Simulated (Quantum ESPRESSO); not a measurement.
```
! title: Magnetic state of CrPSe3 from several starts
! method: PBEsol; plane waves with GBRV 1.5 PBEsol potentials, no spin-orbit coupling (and 1 further level or step)
! program: Quantum ESPRESSO 7.5
! settings of one run: GBRV 1.5 PBEsol, cutoff 544.23 eV, 4×4×4 k-mesh, 53 bands, fermi-dirac occupations, smearing width 0.05 eV, collinear spin, SCF threshold 2.00e-8, mesh matched on, starting moments 3 3 0 0 0 0 0 0 0 0 μB
! cost: 2 runs, 6.3 min in all on 4 MPI ranks of Arm Neoverse V1, shared host (the runs of this entry)
! notes: The run is spin-polarised, with a total moment of 5.77 μB a cell (absolute 6.78).
! lowest state found: ferromagnetic (from ferro ++)
! largest site moment: 2.72 μB
! next state with moments: antiferromagnetic, 152 meV a seeded atom higher
CELL_PARAMETERS angstrom
3.17742 -5.49419 0.00000
3.17742 5.49419 0.00000
-2.10883 0.00000 6.68719
ATOMIC_POSITIONS crystal
Cr 0.33270 0.66730 0.00000
Cr 0.66730 0.33270 0.00000
P 0.05667 0.05667 0.16830
P 0.94333 0.94333 0.83170
Se 0.71163 0.71163 0.22942
Se 0.28837 0.28837 0.77058
Se 0.44033 0.07620 0.22877
Se 0.07620 0.44033 0.22877
Se 0.55967 0.92380 0.77123
Se 0.92380 0.55967 0.77123
```

[Logs and program files are shortened in this print: banners, set-up blocks, solver, clock and traceback lines can be left out without a mark of their own.]

[Logs are printed without paths, hosts, clocks, repeated set-up lines and the standing remarks that a program may print on its own settings, such as how far it seeks lower states.]

[Hosts, paths, dates, database ids (printed as entryN), source tags and the programs' standing remarks are cut or masked in the printed files.]

[Where a cell is said to come from a database of computed structures, the database is the Materials Project.]
